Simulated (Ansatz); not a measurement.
## Mg on Al(100): change of the work function

How does Mg on the hollow site change the work function of Al(100) as the layer fills?

Method: plane-wave DFT, PBE-D3(BJ), Ansatz PAW, in the first sound run; inputs show where later runs differ, in Ansatz 0.2.0.

## Step 1: The starting structure

The cell holds 4 atoms: 4 Al. Its edges and angles: a = 2.864 Å, b = 2.864 Å, c = 24.075 Å, α = 90.0°, β = 90.0°, γ = 90.0°. Vacuum lies along c.

## Step 2: The clean slab

The bare slab comes first, as the zero from which every change is counted. The two lowest layers are held at bulk places and the upper ones relax. The dipole correction removes the false field that a one-sided slab makes across the periodic vacuum, so each face gets a flat vacuum level of its own.

input.yaml

```yaml
crystal:
  lattice:
    - [2.8637824638, 0.0, 0.0]
    - [0.0, 2.8637824638, 0.0]
    - [0.0, 0.0, 24.075]
  atoms:
    - { symbol: Al, position: [0.5, 0.5, 0.3738317757] }
    - { symbol: Al, position: [0.0, 0.0, 0.4579439252] }
    - { symbol: Al, position: [0.5, 0.5, 0.5420560748] }
    - { symbol: Al, position: [0.0, 0.0, 0.6261682243] }
kpoints:
  mp_grid: { grid: [10, 10, 1] }
hamiltonian:
  xc: pbe
  dispersion: d3bj
scf:
  occupations: { method: fermi_dirac, width: 0.1 }
  convergence: { dr2_threshold: 1.0e-08 }
efield:
  axis: 3
  dipole_correction: true
  ramp_position: 0.97
  ramp_width: 0.06
relax:
  f_tol: 0.02
  max_steps: 60
  constraints: [{ sites: [0, 1] }]
output:
  write_potential: true
  write_density: true
  volumetric_format: npy
```

Started as:

```console
$ ansatz run input.yaml --threads 4 --pin off --max-ram 6144MiB --backend cpu --events-out ev --progress --plain --runs-dir out
```

Numbers of over 12 decimals in the logs are rounded to 6 here.

Log:

```text
Engine: ansatz 0.2.0, aarch64-unknown-linux-gnu
Pseudopotentials: kind: paw
Pseudopotential: Al, paw, valence charge 3, recommended cutoff 420 eV (normal), Al.paw.azcp
Functional definition: PBE
  parameter kappa = 0.804
  parameter beta = 0.066725
  exchange = pbe_x(kappa = kappa, mu = beta*pi^2/3)
  correlation = pbe_c(beta = beta)
Crystal: 4 atoms, lattice volume = 197.445 Å³
Basis set: ecut = 420 eV, 3877 PW (Γ), exchange–correlation on 40×40×324 points (8 copies of the dense FFT grid, shifted against one another)
Bands: 10, of which v1, the nominal top of the filled ones, is band 6 counted from 1 (5 counted from 0)
Symmetry: 8 space group operations
k-points: 21 of 100
Non-local potential: Al, projectors of the file, l = 0: 2, l = 1: 2, l = 2: 1
PAW form: soft (Blöchl's): semilocal exchange-correlation on the pseudo side does not see the compensation charge
PAW one-centre angular grid: Al, 110 points (default); XC on 64 Gauss nodes
Initial density: superposition of atomic densities (neutral atoms: chi_scale 0, normalization atom), corrected by the library's trained network
Initial wavefunctions: pseudopotential atomic-orbital guess
Functional: x = pbe(κ = 0.804, μ = 0.219515), c = pbe(β = 0.066725)
SCF iter   1: F=—  HF=-2149.981487 eV  |F-HF|=—  |Δ(HF+E_count)|=         —  Δρ=1.17e-3  dr2=6.88e-3  ethr=1.77e-3  p=0.000 e·Å  D=4.85e-14 V/Å  ΔV_dip=-0.00 eV  dr2_dipole=2.43e-11  V_vac-E_F(+/−)=4.18/4.18 eV  ⟨swp⟩=8.0  Hψ=1869  notcnv=0
efield: sawtooth ramp at fractional position 0.9700 (set: `efield.ramp_position`, or a place that a band, a saddle search or an elastic batch's reference lends), width 0.0600; the density the first Hamiltonian is built on has a dipole p = 0.000 e·Å; the dipole correction subtracts the counter field D = 4.85e-14 V/Å, which shifts the + side's vacuum level by -0.00 eV against the − side's; the planar-averaged density in the ramp window peaks in size at 7.4e-6 e/Å³
preconditioner: auto → LDOS  [metal: Δε(μ)=0.082 eV  Ē_g=6.208 eV  σ=0.100 eV  W_gap=0.20  n_scr=12 (ndim 8)  ℏωp=9.2 eV  f_vac=0.539  D(μ)=2.20/eV (n_scr^D=10)  β→1.0]
SCF iter   2: F=—  HF=-2149.980927 eV  |F-HF|=—  |Δ(HF+E_count)|=   5.60e-4  Δρ=3.01e-4  dr2=2.23e-4  ethr=5.73e-5  p=0.000 e·Å  D=1.54e-5 V/Å  ΔV_dip=-0.00 eV  dr2_dipole=4.74e-10  V_vac-E_F(+/−)=4.35/4.35 eV  ⟨swp⟩=2.4  Hψ=510  notcnv=0
SCF iter   3: F=—  HF=-2149.981119 eV  |F-HF|=—  |Δ(HF+E_count)|=   1.92e-4  Δρ=9.38e-5  dr2=6.22e-5  ethr=1.86e-6  p=0.000 e·Å  D=9.18e-7 V/Å  ΔV_dip=-0.00 eV  dr2_dipole=4.36e-13  V_vac-E_F(+/−)=4.35/4.35 eV  ⟨swp⟩=2.4  Hψ=387  notcnv=0
SCF iter   4: F=—  HF=-2149.981293 eV  |F-HF|=—  |Δ(HF+E_count)|=   1.74e-4  Δρ=2.94e-5  dr2=1.97e-6  ethr=5.18e-7  p=0.000 e·Å  D=1.50e-6 V/Å  ΔV_dip=-0.00 eV  dr2_dipole=3.61e-11  V_vac-E_F(+/−)=4.35/4.35 eV  ⟨swp⟩=2.6  Hψ=340  notcnv=0
SCF iter   5: F=—  HF=-2149.981296 eV  |F-HF|=—  |Δ(HF+E_count)|=   3.15e-6  Δρ=4.03e-6  dr2=7.98e-8  ethr=1.64e-8  p=0.000 e·Å  D=4.32e-7 V/Å  ΔV_dip=-0.00 eV  dr2_dipole=1.45e-12  V_vac-E_F(+/−)=4.35/4.35 eV  ⟨swp⟩=2.5  Hψ=386  notcnv=0
SCF iter   6: F=-2149.981296 eV  HF=-2149.981296 eV  |F-HF|=6.94e-9  |Δ(HF+E_count)|=   8.29e-8  Δρ=5.83e-7  dr2=2.88e-9  ethr=8.33e-11  p=-0.000 e·Å  D=-3.86e-8 V/Å  ΔV_dip=0.00 eV  dr2_dipole=1.35e-13  V_vac-E_F(+/−)=4.34/4.34 eV  ⟨swp⟩=10.0  Hψ=1476  notcnv=0
SCF 1 converged in 6 iterations: F = -2149.981296 eV  dr2 = 2.88e-9
  greatest PAW one-centre occupation: 0.476 electrons in one spin orbital (limit 2), on the Al atom at site 3 (counted from 0), in its partial waves of l = 0
relax step   1: F+E_penalty+E_count = -2149.98129624 eV  Δ(F+E_penalty+E_count) = +0.000e0 eV  max|allowed force component| = 8.636e-2 eV/Å  Δτ_max = 0.0000 Å  (6 SCF iters, accepted)
Initial density: handed on by an earlier stage of this run
Initial wavefunctions: those handed on with the density
iter 1 solved again at ethr=3.08e-4 eV; its pass at ethr=3.10e-3 eV (dr2=3.69e-2 eV) is discarded
SCF iter   1: F=—  HF=-2149.989008 eV  |F-HF|=—  |Δ(HF+E_count)|=         —  Δρ=1.45e-3  dr2=3.67e-2  ethr=3.08e-4  p=-0.000 e·Å  D=-4.46e-8 V/Å  ΔV_dip=0.00 eV  dr2_dipole=4.74e-3  V_vac-E_F(+/−)=4.34/4.34 eV  ⟨swp⟩=1.9  Hψ=1422  notcnv=0
efield: sawtooth ramp at fractional position 0.9700 (set: `efield.ramp_position`, or a place that a band, a saddle search or an elastic batch's reference lends), width 0.0600; the density the first Hamiltonian is built on has a dipole p = -0.000 e·Å; the dipole correction subtracts the counter field D = -4.46e-8 V/Å, which shifts the + side's vacuum level by +0.00 eV against the − side's; the planar-averaged density in the ramp window peaks in size at 9.2e-8 e/Å³
preconditioner: auto → LDOS  [metal: Δε(μ)=0.164 eV  Ē_g=6.145 eV  σ=0.100 eV  W_gap=0.37  n_scr=12 (ndim 8)  ℏωp=9.2 eV  f_vac=0.532  D(μ)=2.16/eV (n_scr^D=10)  β→1.0]
SCF iter   2: F=—  HF=-2149.985121 eV  |F-HF|=—  |Δ(HF+E_count)|=   3.89e-3  Δρ=4.36e-4  dr2=4.18e-3  ethr=3.06e-4  p=0.000 e·Å  D=1.83e-4 V/Å  ΔV_dip=-0.00 eV  dr2_dipole=1.06e-3  V_vac-E_F(+/−)=4.34/4.34 eV  ⟨swp⟩=1.7  Hψ=251  notcnv=0
SCF iter   3: F=—  HF=-2149.985087 eV  |F-HF|=—  |Δ(HF+E_count)|=   3.38e-5  Δρ=1.10e-4  dr2=4.81e-5  ethr=3.48e-5  p=0.000 e·Å  D=4.15e-4 V/Å  ΔV_dip=-0.01 eV  dr2_dipole=8.04e-6  V_vac-E_F(+/−)=4.32/4.33 eV  ⟨swp⟩=2.0  Hψ=296  notcnv=0
SCF iter   4: F=—  HF=-2149.985339 eV  |F-HF|=—  |Δ(HF+E_count)|=   2.52e-4  Δρ=4.09e-5  dr2=2.36e-5  ethr=4.01e-7  p=0.000 e·Å  D=3.60e-4 V/Å  ΔV_dip=-0.01 eV  dr2_dipole=4.43e-7  V_vac-E_F(+/−)=4.32/4.33 eV  ⟨swp⟩=2.2  Hψ=373  notcnv=0
SCF iter   5: F=—  HF=-2149.985336 eV  |F-HF|=—  |Δ(HF+E_count)|=   2.97e-6  Δρ=1.57e-5  dr2=2.95e-6  ethr=1.97e-7  p=0.000 e·Å  D=4.52e-4 V/Å  ΔV_dip=-0.01 eV  dr2_dipole=3.25e-7  V_vac-E_F(+/−)=4.32/4.33 eV  ⟨swp⟩=2.0  Hψ=286  notcnv=0
SCF iter   6: F=—  HF=-2149.985336 eV  |F-HF|=—  |Δ(HF+E_count)|=   1.01e-7  Δρ=3.63e-6  dr2=1.51e-7  ethr=2.46e-8  p=0.000 e·Å  D=4.45e-4 V/Å  ΔV_dip=-0.01 eV  dr2_dipole=3.71e-8  V_vac-E_F(+/−)=4.32/4.33 eV  ⟨swp⟩=2.0  Hψ=259  notcnv=0
SCF iter   7: F=—  HF=-2149.985336 eV  |F-HF|=—  |Δ(HF+E_count)|=   3.76e-8  Δρ=1.34e-6  dr2=1.92e-8  ethr=1.26e-9  p=0.000 e·Å  D=4.48e-4 V/Å  ΔV_dip=-0.01 eV  dr2_dipole=1.60e-9  V_vac-E_F(+/−)=4.32/4.33 eV  ⟨swp⟩=2.0  Hψ=291  notcnv=0
SCF iter   8: F=-2149.985336 eV  HF=-2149.985336 eV  |F-HF|=1.79e-9  |Δ(HF+E_count)|=   2.18e-9  Δρ=2.27e-7  dr2=3.52e-10  ethr=8.33e-11  p=0.000 e·Å  D=4.49e-4 V/Å  ΔV_dip=-0.01 eV  dr2_dipole=1.95e-11  V_vac-E_F(+/−)=4.32/4.33 eV  ⟨swp⟩=9.0  Hψ=1360  notcnv=0
SCF 2 converged in 8 iterations: F = -2149.985336 eV  dr2 = 3.52e-10
  greatest PAW one-centre occupation: 0.477 electrons in one spin orbital (limit 2), on the Al atom at site 3 (counted from 0), in its partial waves of l = 0
relax step   2: F+E_penalty+E_count = -2149.98533614 eV  Δ(F+E_penalty+E_count) = -4.040e-3 eV  max|allowed force component| = 3.616e-2 eV/Å  Δτ_max = 0.1078 Å  (8 SCF iters, accepted)
SCF iter   1: F=—  HF=-2149.986526 eV  |F-HF|=—  |Δ(HF+E_count)|=         —  Δρ=4.73e-4  dr2=3.81e-3  ethr=3.58e-4  p=0.000 e·Å  D=4.49e-4 V/Å  ΔV_dip=-0.01 eV  dr2_dipole=6.21e-4  V_vac-E_F(+/−)=4.32/4.33 eV  ⟨swp⟩=2.3  Hψ=761  notcnv=0
efield: sawtooth ramp at fractional position 0.9700 (set: `efield.ramp_position`, or a place that a band, a saddle search or an elastic batch's reference lends), width 0.0600; the density the first Hamiltonian is built on has a dipole p = 0.000 e·Å; the dipole correction subtracts the counter field D = 4.49e-4 V/Å, which shifts the + side's vacuum level by -0.01 eV against the − side's; the planar-averaged density in the ramp window peaks in size at 1.8e-7 e/Å³
preconditioner: auto → LDOS  [metal: Δε(μ)=0.010 eV  Ē_g=6.173 eV  σ=0.100 eV  W_gap=0.03  n_scr=12 (ndim 8)  ℏωp=9.2 eV  f_vac=0.536  D(μ)=2.18/eV (n_scr^D=10)  β→1.0]
SCF iter   2: F=—  HF=-2149.986062 eV  |F-HF|=—  |Δ(HF+E_count)|=   4.64e-4  Δρ=1.34e-4  dr2=3.09e-4  ethr=3.17e-5  p=0.000 e·Å  D=4.54e-4 V/Å  ΔV_dip=-0.01 eV  dr2_dipole=6.51e-5  V_vac-E_F(+/−)=4.32/4.34 eV  ⟨swp⟩=2.2  Hψ=459  notcnv=0
SCF iter   3: F=—  HF=-2149.986049 eV  |F-HF|=—  |Δ(HF+E_count)|=   1.30e-5  Δρ=3.89e-5  dr2=1.04e-5  ethr=2.58e-6  p=0.000 e·Å  D=2.63e-4 V/Å  ΔV_dip=-0.01 eV  dr2_dipole=9.55e-7  V_vac-E_F(+/−)=4.33/4.34 eV  ⟨swp⟩=1.8  Hψ=296  notcnv=0
SCF iter   4: F=—  HF=-2149.986278 eV  |F-HF|=—  |Δ(HF+E_count)|=   2.29e-4  Δρ=7.16e-6  dr2=4.77e-7  ethr=8.71e-8  p=0.000 e·Å  D=3.17e-4 V/Å  ΔV_dip=-0.01 eV  dr2_dipole=1.11e-8  V_vac-E_F(+/−)=4.33/4.34 eV  ⟨swp⟩=2.5  Hψ=354  notcnv=0
SCF iter   5: F=—  HF=-2149.986277 eV  |F-HF|=—  |Δ(HF+E_count)|=   1.15e-6  Δρ=1.63e-6  dr2=2.70e-8  ethr=3.97e-9  p=0.000 e·Å  D=3.11e-4 V/Å  ΔV_dip=-0.01 eV  dr2_dipole=4.34e-9  V_vac-E_F(+/−)=4.33/4.34 eV  ⟨swp⟩=2.5  Hψ=346  notcnv=0
SCF iter   6: F=-2149.986277 eV  HF=-2149.986277 eV  |F-HF|=3.61e-9  |Δ(HF+E_count)|=   1.55e-8  Δρ=3.95e-7  dr2=1.09e-9  ethr=8.33e-11  p=0.000 e·Å  D=3.09e-4 V/Å  ΔV_dip=-0.01 eV  dr2_dipole=3.15e-11  V_vac-E_F(+/−)=4.33/4.34 eV  ⟨swp⟩=9.1  Hψ=1362  notcnv=0
SCF 3 converged in 6 iterations: F = -2149.986277 eV  dr2 = 1.09e-9
relax step   3: F+E_penalty+E_count = -2149.98627709 eV  Δ(F+E_penalty+E_count) = -9.410e-4 eV  max|allowed force component| = 6.455e-3 eV/Å  Δτ_max = 0.0363 Å  (6 SCF iters, accepted)
NSCF: frozen V_eff on 21 k-points
the search or the solves at the SCF's close seem to have found levels that the self-consistency loop had missed (the run counts 1). By its estimate they hold under 1e-12 electrons; where the run keeps them, the occupations were computed again with them
WARN: The output density's exchange-correlation potential varies sharply where the density is thin. Do not read a vacuum level from v_tot or v_xc, or from such a field of the output density. On a cell that repeats whose density bears no net charge and no dipole along the vacuum's axis use v_es (v_loc + v_h of the components); under efield.dipole_correction with no amplitude use v_es + v_field, which holds any externa [...]
SCF converged after 6 iterations
Free energy (F): -2149.986277 eV
Harris-Foulkes:  -2149.986277 eV  (|F-HF|=3.61e-9)
Internal energy: -2149.915924 eV  (E = F + TS)
E sigma→0 (E₀):  -2149.951101 eV
Entropy (-TS):   -0.070353 eV (-17.588 meV/atom)
Fermi energy:    -0.164806 eV
Dipole field:    D = 0.000317 V/Å  (p = 0.000345 e·Å, saw-weighted, corrected)
Work function:   Φ+ = 4.3286 eV   Φ− = 4.3362 eV
Levels:          The Fermi level and band energies are counted from a zero that moves with the ramp; work functions are not
--- Per-component energies (eV) ---
  E_band       = -50.390255
  E_kinetic    = 85.347508
  E_local      = -2729.842386  (includes V_loc(G=0)·N_el)
  E_nonlocal   = 41.889543
  E_hartree    = 1339.073583
  E_xc         = -155.706452
  E_vxc        = -111.483236  (∫ρ·V_xc dr)
  E_paw        = -1869.089918  (= ΣΔE_a)
  E_vpaw       = -14.448356  (= ΣTr[D̂ρ^β])
  E_aug_tail   = -0.000009  (compensation charges beyond the density's cutoff)
  E_efield     = 0.000000  (sawtooth field / dipole correction)
  E_vefield    = -0.000111  (∫n·V_field dr)
  E_ewald      = 1139.361321
  E_disp       = -0.949113  (pairwise vdW)
  E_smearing   = -0.070353  (= −TS)
  E_closure    = -0.000000  (closes the sum)
  Σ components = -2149.986277   (vs F -2149.986277, Δ=0.00e0)
--- Forces (eV/Å), atoms counted from 1 ---
  atom   1  Al    -0.00000000     0.00000000    -0.08383995
  atom   2  Al     0.00000000     0.00000000     0.07377988
  atom   3  Al    -0.00000000     0.00000000     0.00645466
  atom   4  Al    -0.00000000     0.00000000     0.00360391
  max |Σ_I F_I| component: 1.50e-6 eV/Å
--- Band table (eV; the first three rows and the last of 21) ---
  k-point 0: bands = ["-10.7238", "-9.3770", "-7.2350", "-4.4676", "-2.1451", "1.2367", "3.2702", "4.1360", "4.3839", "5.5600"]
  k-point 1: bands = ["-10.5440", "-9.1986", "-7.0585", "-4.2919", "-1.9779", "1.3978", "3.0798", "3.4423", "4.2926", "4.3179"]
  k-point 2: bands = ["-10.0059", "-8.6647", "-6.5302", "-3.7672", "-1.4787", "0.3203", "1.6005", "1.9432", "3.6665", "3.9917"]
  k-point 20: bands = ["-2.5786", "-2.5786", "-1.3398", "-1.3398", "-1.2707", "-1.2470", "0.1230", "0.1447", "0.6771", "0.6771"]
--- Relaxed structure (3 steps of the walk, 3 accepted, 0 SCFs on fresh bases) ---
  F+E_penalty+E_count = -2149.98627709 eV   max|allowed force component| = 6.455e-3 eV/Å
  atoms:
    - { symbol: Al, position: [0.5, 0.5, 0.373832] }
    - { symbol: Al, position: [0.0, 0.0, 0.457944] }
    - { symbol: Al, position: [0.5, 0.5, 0.543951] }
    - { symbol: Al, position: [0, 0.0, 0.629138] }
```

It took 12 s on 4 threads of Arm Neoverse N1, shared host; peak memory 0.38 GiB; 25 s of CPU time.

Step by step:

| step | energy less that of the first step (eV) | largest force component (eV/Å) |
| --- | --- | --- |
| 1 | 0.0000 | 0.0864 |
| 2 | -0.0040 | 0.0362 |
| 3 | -0.0050 | 0.0065 |

Forces are held to the 8 operations that the run works with; a distortion that breaks them can't arise in this run.

The atoms that moved most (Å):

```csv
atom,dx,dy,dz,length
Al4,0.000,0.000,0.072,0.072
Al3,0.000,0.000,0.046,0.046
```

Final coordinates:

```xyz
4
Lattice="2.8638 0.0000 0.0000 0.0000 2.8638 0.0000 0.0000 0.0000 24.0750" Properties=species:S:1:pos:R:3
Al    1.4319    1.4319    9.0000
Al    0.0000    0.0000   11.0250
Al    1.4319    1.4319   13.0956
Al    0.0000    0.0000   15.1465
```

This step gave:

| Item | Value |
| --- | --- |
| energy at zero smearing | -2149.9511 eV |
| work function, upper face | 4.329 eV |
| dipole along the normal | 3.45e-4 e·Å |

Running mean over 2.025 Å of the planar mean; the ramp of the sawtooth is left out. The electron's electrostatic potential energy less the Fermi level by z:

z (Å), electron's electrostatic potential energy less the Fermi level (eV) and a bar from the least value:
```
      3.0       4.34 ##############################
      3.5       4.34 ##############################
      4.0       4.34 ##############################
      4.5       4.33 ##############################
      5.0       4.33 ##############################
      5.5       4.32 ##############################
      6.0       4.27 ##############################
      6.5       4.10 #############################
      7.0       3.55 ###########################
      7.5       1.92 ######################
      8.0      -0.46 ##############
      8.5      -2.75 ######
      9.0      -4.11 ##
      9.5      -4.47 #
     10.0      -4.57 
     10.5      -4.63 
     11.0      -4.62 
     11.5      -4.51 
     12.0      -4.48 #
     12.5      -4.49 
     13.0      -4.57 
     13.5      -4.54 
     14.0      -4.47 #
     14.5      -4.39 #
     15.0      -4.23 #
     15.5      -3.28 #####
     16.0      -1.16 ############
     16.5       1.26 ####################
     17.0       3.20 ##########################
     17.5       3.99 #############################
     18.0       4.23 ##############################
     18.5       4.30 ##############################
     19.0       4.32 ##############################
     19.5       4.33 ##############################
     20.0       4.33 ##############################
     20.5       4.33 ##############################
     21.0       4.33 ##############################
```

The relaxation took 3 steps and lowered the energy by 0.0050 eV; the largest force on the free atoms ends at 0.0065 eV/Å.

The work function of the upper face is 4.33 eV.

(Continued in part 2 of 5.)

[Logs are printed without paths, hosts, clocks, repeated set-up lines and the standing remarks that a program may print on its own settings, such as how far it seeks lower states.]

[Hosts, paths, dates, database ids (printed as entryN), source tags and the programs' standing remarks are cut or masked in the printed files.]

[Maps of the electrostatic potential energy from Ansatz leave out the sawtooth potential of an applied field or a dipole correction, so their vacuum need not be flat; planar profiles and work functions include it.]
